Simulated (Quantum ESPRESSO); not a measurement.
# Dielectric function and optical constants of LiH

Aim: the dielectric function of LiH, and the optical constants that follow from it. The cell comes from an older database entry, whose edges can differ from later determinations, mostly by under a per cent.

Method: DFT, PBE, plane waves with norm-conserving potentials (PseudoDojo), scalar-relativistic, independent-particle optical response without local fields and without the non-local commutator, in Quantum ESPRESSO 7.5.

This account leaves out most program logs.

The database entry behind the starting cell differs from later determinations by our own check (the deuteride, about 0.2 % short), so it need not match the best structure at ambient conditions.

## Step 1: The starting structure

Symmetry: Fm-3m, No. 225, cubic system. Conventional cell: a = 4.074 Å, b = 4.074 Å, c = 4.074 Å, α = 90.00°, β = 90.00°, γ = 90.00°. Li has 6 H at 2.04 Å nearest. H has 6 Li at 2.04 Å nearest. Farther neighbours are not listed.

## Step 2: Ground state

First the ground state: is it a metal or has it a gap?

This step: DFT, PBE, plane waves with norm-conserving potentials (PseudoDojo), scalar-relativistic, ground state (Quantum ESPRESSO 7.5).

scf.in reads:

```
&control
  calculation = 'scf'
  prefix = 'x'
  outdir = './tmp'
  pseudo_dir = './'
  verbosity = 'high'
/
&system
  ibrav = 0
  nat = 2
  ntyp = 2
  ecutwfc = 90
  occupations = 'smearing'
  smearing = 'fd'
  degauss = 0.003675
  nbnd = 6
/
&electrons
  conv_thr = 1e-09
  electron_maxstep = 100
/
ATOMIC_SPECIES
  Li 1.0 Li.upf
  H 1.0 H.upf
CELL_PARAMETERS angstrom
  0.000000000000 2.036750000000 2.036750000000
  2.036750000000 0.000000000000 2.036750000000
  2.036750000000 2.036750000000 0.000000000000
ATOMIC_POSITIONS crystal
  Li 0.000000000000 0.000000000000 0.000000000000
  H 0.500000000000 0.500000000000 0.500000000000
K_POINTS automatic
  9 9 9 0 0 0
```

Command:

```
$ mpirun -n 4 pw.x -nk 4 -in scf.in
```

The job ended after 1.9 s (4 MPI ranks of Arm Neoverse V2, shared host; peak memory 0.05 GiB; 6.3 s of CPU time).

Numbers from this step:

- total energy: -15.64 Ry
- gap on the k-mesh: 3.303 eV
- direct gap on the mesh: 3.303 eV

There is a gap, 3.30 eV on this mesh (points off the mesh can give less), so no carriers' term is needed.

## Step 3: Ground state with the final occupations

The ground state once more, with the occupations that the first run showed to fit.

Changes to scf.in since step 2:

```diff
@@ -12,6 +12,3 @@
   ecutwfc = 90
-  occupations = 'smearing'
-  smearing = 'fd'
-  degauss = 0.003675
-  nbnd = 6
+  occupations = 'fixed'
 /
```

Command:

```
$ mpirun -n 4 pw.x -nk 4 -in scf.in
```

It took 1.3 s on 4 MPI ranks; peak memory 0.05 GiB.

## Step 4: Bands on the whole mesh, 15×15×15

At the fixed density, many empty bands are solved on the mesh of the response, since the spectrum sums over them.

This step: DFT, PBE, plane waves with norm-conserving potentials (PseudoDojo), scalar-relativistic, bands at fixed density (Quantum ESPRESSO 7.5).

nscf.in, as its differences from scf.in of step 3:

```diff
@@ -1,3 +1,3 @@
 &control
-  calculation = 'scf'
+  calculation = 'nscf'
   prefix = 'x'
@@ -5,3 +5,2 @@
   pseudo_dir = './'
-  verbosity = 'high'
 /
@@ -13,2 +12,5 @@
   occupations = 'fixed'
+  nbnd = 12
+  nosym = .true.
+  noinv = .true.
 /
@@ -17,2 +19,3 @@
   electron_maxstep = 100
+  diago_full_acc = .true.
 /
@@ -29,2 +32,2 @@
 K_POINTS automatic
-  9 9 9 0 0 0
+  15 15 15 0 0 0
```

Command:

```
$ mpirun -n 4 pw.x -nk 4 -in nscf.in
```

Elapsed: 1.9 min, on 4 MPI ranks; peak memory 0.05 GiB; 7.7 min of CPU time.

## Step 5: Dielectric function

With the density converged, the vertical transitions are summed over the zone.

This step: DFT, PBE, plane waves with norm-conserving potentials (PseudoDojo), scalar-relativistic, independent-particle optical response without local fields and without the non-local commutator (Quantum ESPRESSO 7.5).

epsilon.in reads:

```
&inputpp
  prefix = 'x'
  outdir = './tmp'
  calculation = 'eps'
/
&energy_grid
  smeartype = 'gauss'
  intersmear = 0.2
  wmin = 0.0
  wmax = 22
  nw = 500
/
```

Command:

```
$ mpirun -n 4 epsilon.x -nk 4 -in epsilon.in
```

Wall time 1.4 s (4 MPI ranks); peak memory 0.05 GiB.

This step gave:

```
electronic dielectric constant ε∞, mean over x, y and z (by symmetry where fewer were run) : 4.328
main peak of Im epsilon, first axis                                                        : 6.389 eV
centre of weight of the strongest loss peak in the window                                  : 14.96 eV
```

Some rows of epsi_x.dat:

```text
# energy grid [eV]     epsi_x  epsi_y  epsi_z
#
    0.176352705    0.004362926    0.004362926    0.004362926
    1.234468938    0.036394184    0.036394183    0.036394184
    2.292585170    0.126873156    0.126873156    0.126873156
    3.350701403    1.780312353    1.780312353    1.780312354
    4.408817635    4.728104187    4.728104186    4.728104187
    5.466933868    3.304333942    3.304333941    3.304333942
    6.525050100    5.184718551    5.184718550    5.184718551
    7.583166333    4.086835207    4.086835205    4.086835207
    8.641282565    2.248067529    2.248067528    2.248067530
    9.699398798    1.781978829    1.781978827    1.781978830
   10.757515030    0.936670724    0.936670722    0.936670725
   11.815631263    0.975510847    0.975510844    0.975510848
   12.873747495    0.996056881    0.996056877    0.996056882
   13.931863727    0.357203895    0.357203891    0.357203897
   14.989979960    0.294510774    0.294510769    0.294510776
   16.048096192    0.216729236    0.216729231    0.216729238
   17.106212425    0.203643845    0.203643839    0.203643847
   18.164328657    0.149762912    0.149762905    0.149762914
   19.222444890    0.122768943    0.122768935    0.122768946
   20.280561122    0.078520669    0.078520661    0.078520672
   21.338677355    0.059648282    0.059648273    0.059648286
```

The Im ε, any direction has structure finer than the step of the table below, so its rows give means over 0.5 eV, whole bins alone (the curve runs from 0 to 22 eV). Peaks (eV: height): 3.53: 4.78, 4.36: 5.08, 5.20: 6.10, 6.13: 6.55, 6.39: 7.49, 7.05: 7.17, 8.02: 5.29.

Values under the direct gap are tails of Lorentzian lines. Table of Im ε, any direction by photon energy; means over each step:

photon energy (eV), Im ε, any direction and a bar:
```
      0.5       0.01 
      1.0       0.03 
      1.5       0.05 
      2.0       0.09 
      2.5       0.19 #
      3.0       1.31 ######
      3.5       3.32 ###############
      4.0       4.00 ###################
      4.5       3.24 ###############
      5.0       5.02 #######################
      5.5       3.74 #################
      6.0       5.09 ########################
      6.5       5.82 ###########################
      7.0       6.44 ##############################
      7.5       4.42 #####################
      8.0       4.42 #####################
      8.5       2.58 ############
      9.0       1.97 #########
      9.5       1.91 #########
     10.0       1.12 #####
     10.5       0.92 ####
     11.0       1.25 ######
     11.5       1.01 #####
     12.0       0.99 #####
     12.5       0.73 ###
     13.0       0.76 ###
     13.5       0.54 ##
     14.0       0.41 ##
     14.5       0.40 ##
     15.0       0.32 #
     15.5       0.28 #
     16.0       0.22 #
     16.5       0.20 #
     17.0       0.21 #
     17.5       0.16 #
     18.0       0.16 #
     18.5       0.13 #
     19.0       0.13 #
     19.5       0.09 
     20.0       0.09 
     20.5       0.08 
     21.0       0.08 
     21.5       0.07
```

Re ε, any direction against photon energy:

| photon energy (eV) | Re ε, any direction |
| --- | --- |
| 0 | 4.33 |
| 1 | 4.46 |
| 2 | 4.97 |
| 3 | 7.26 |
| 4 | 4.81 |
| 5 | 4.61 |
| 6 | 4.70 |
| 7 | 1.73 |
| 8 | -0.996 |
| 9 | -0.905 |
| 10 | -1.26 |
| 11 | -0.229 |
| 12 | -0.329 |
| 13 | -0.345 |
| 14 | -0.0147 |
| 15 | 0.0860 |
| 16 | 0.265 |
| 17 | 0.365 |
| 18 | 0.443 |
| 19 | 0.479 |
| 20 | 0.547 |
| 21 | 0.603 |
| 22 | 0.654 |

The reflectivity at normal incidence, any direction has structure finer than the step of the table below, so its rows give means over 1 eV, whole bins alone (the curve runs from 0 to 22 eV). Peaks (eV: height): 6.4: 32.9, 7.3: 45.0, 8.2: 48.4, 10.1: 51.8, 12.3: 31.5, 13.0: 31.3, 13.9: 31.0.

The reflectivity at normal incidence, any direction by photon energy; means over each step:

| photon energy (eV) | reflectivity at normal incidence, any direction (%) |
| --- | --- |
| 1 | 12.8 |
| 2 | 14.6 |
| 3 | 20.1 |
| 4 | 22.1 |
| 5 | 21.5 |
| 6 | 23.9 |
| 7 | 32.5 |
| 8 | 37.4 |
| 9 | 35.9 |
| 10 | 37.7 |
| 11 | 23.3 |
| 12 | 24.9 |
| 13 | 24.9 |
| 14 | 23.1 |
| 15 | 16.8 |
| 16 | 12.0 |
| 17 | 6.66 |
| 18 | 4.66 |
| 19 | 3.32 |
| 20 | 2.20 |
| 21 | 1.57 |

Table of refractive index n and extinction k by photon energy:

| photon energy (eV) | n | k |
| --- | --- | --- |
| 0.0 | 2.08 | 0 |
| 0.5 | 2.09 | 0.00303 |
| 1.0 | 2.11 | 0.00654 |
| 1.5 | 2.16 | 0.0113 |
| 2.0 | 2.23 | 0.0192 |
| 2.5 | 2.36 | 0.0382 |
| 3.0 | 2.70 | 0.223 |
| 3.5 | 2.80 | 0.800 |
| 4.0 | 2.33 | 0.774 |
| 4.5 | 1.74 | 0.767 |
| 5.0 | 2.43 | 1.13 |
| 5.5 | 1.85 | 0.856 |
| 6.0 | 2.42 | 1.09 |
| 6.5 | 1.81 | 1.51 |
| 7.0 | 2.10 | 1.63 |
| 7.5 | 1.30 | 1.52 |
| 8.0 | 1.46 | 1.77 |
| 8.5 | 0.809 | 1.53 |
| 9.0 | 0.764 | 1.22 |
| 9.5 | 0.720 | 1.24 |
| 10.0 | 0.450 | 1.21 |
| 10.5 | 0.597 | 0.873 |
| 11.0 | 0.804 | 0.936 |
| 11.5 | 0.612 | 0.817 |
| 12.0 | 0.593 | 0.825 |
| 12.5 | 0.548 | 0.647 |
| 13.0 | 0.467 | 0.750 |
| 13.5 | 0.465 | 0.593 |
| 14.0 | 0.396 | 0.414 |
| 14.5 | 0.468 | 0.409 |
| 15.0 | 0.443 | 0.332 |
| 15.5 | 0.449 | 0.389 |
| 16.0 | 0.549 | 0.191 |
| 16.5 | 0.598 | 0.148 |
| 17.0 | 0.625 | 0.160 |
| 17.5 | 0.632 | 0.120 |
| 18.0 | 0.679 | 0.135 |
| 18.5 | 0.694 | 0.0918 |
| 19.0 | 0.698 | 0.0875 |
| 19.5 | 0.722 | 0.0595 |
| 20.0 | 0.742 | 0.0642 |
| 20.5 | 0.774 | 0.0542 |
| 21.0 | 0.778 | 0.0526 |
| 21.5 | 0.798 | 0.0406 |
| 22.0 | 0.810 | 0.0384 |

The loss function −Im 1/ε at q → 0, any direction has structure finer than the step of the table below, so its rows give means over 1 eV, whole bins alone (the curve runs from 0 to 22 eV). Peaks (eV: height): 10.7: 1.21, 14.0: 3.04, 15.0: 3.17, 15.6: 4.13.

Values under the direct gap are tails of Lorentzian lines. Loss function −Im 1/ε at q → 0, any direction against energy loss; means over each step:

| energy loss (eV) | loss function −Im 1/ε at q → 0, any direction |
| --- | --- |
| 1 | 0.00141 |
| 2 | 0.00364 |
| 3 | 0.0254 |
| 4 | 0.107 |
| 5 | 0.124 |
| 6 | 0.130 |
| 7 | 0.166 |
| 8 | 0.223 |
| 9 | 0.382 |
| 10 | 0.591 |
| 11 | 0.868 |
| 12 | 1.02 |
| 13 | 1.37 |
| 14 | 2.24 |
| 15 | 2.58 |
| 16 | 2.19 |
| 17 | 1.22 |
| 18 | 0.726 |
| 19 | 0.487 |
| 20 | 0.270 |
| 21 | 0.204 |

From ε follow the optical constants at some laser and lamp lines:

| wavelength (nm) | n | k | R (%) | 1/α |
| --- | --- | --- | --- | --- |
| 1064 | 2.12 | 0.008 | 12.9 | 11 µm |
| 800 | 2.16 | 0.012 | 13.5 | 5.4 µm |
| 532 | 2.31 | 0.029 | 15.6 | 1.5 µm |
| 450 | 2.49 | 0.068 | 18.2 | 524 nm |
| 365 | 2.82 | 0.412 | 23.6 | 70 nm |
| 308 | 2.34 | 0.752 | 20.2 | 33 nm |
| 193 | 2.04 | 1.704 | 32.9 | 9.0 nm |

Below the direct gap, k and the depth come from the tails of the Lorentzian lines, not from transitions.

Rows near the edge hang on the gap, which this functional as a rule makes too small, and phonon-assisted absorption is left out.

## Step 6: Results

| Property | Result |
| --- | --- |
| electronic dielectric constant ε∞, mean over x, y and z (by symmetry where fewer were run) (independent particles) | 4.33 |
| main peak of Im epsilon, first axis | 6.39 eV |
| centre of weight of the strongest loss peak in the window, first axis | 15.0 eV |

**Reading.** At this level (PBE, independent particles) LiH has ε∞ = 4.33 and n = 2.10 at 1550 nm, and Im ε peaks at 6.4 eV. Distinct maxima of Im ε, read by a parabola through the highest points, lie at 5.21 eV (6.1), 6.11 eV (6.6), 6.39 eV (7.5) and 7.06 eV (7.2). Excitons and phonon-assisted transitions are missing, and so are local fields; PBE gaps are as a rule too small, which pulls the onset down and ε∞ up. epsilon.x leaves out the commutator of the non-local potential, so its intensities are off, as a rule too high. The sum runs over mesh points, so small or evenly spaced maxima can still be ripples of the mesh.

[Machine, clock, banner and «Message from routine» lines are left out of the logs.]

[Logs are printed without paths, hosts, clocks, repeated set-up lines and the standing remarks that a program may print on its own settings, such as how far it seeks lower states.]

[Hosts, paths, dates, database ids (printed as entryN), source tags and the programs' standing remarks are cut or masked in the printed files.]
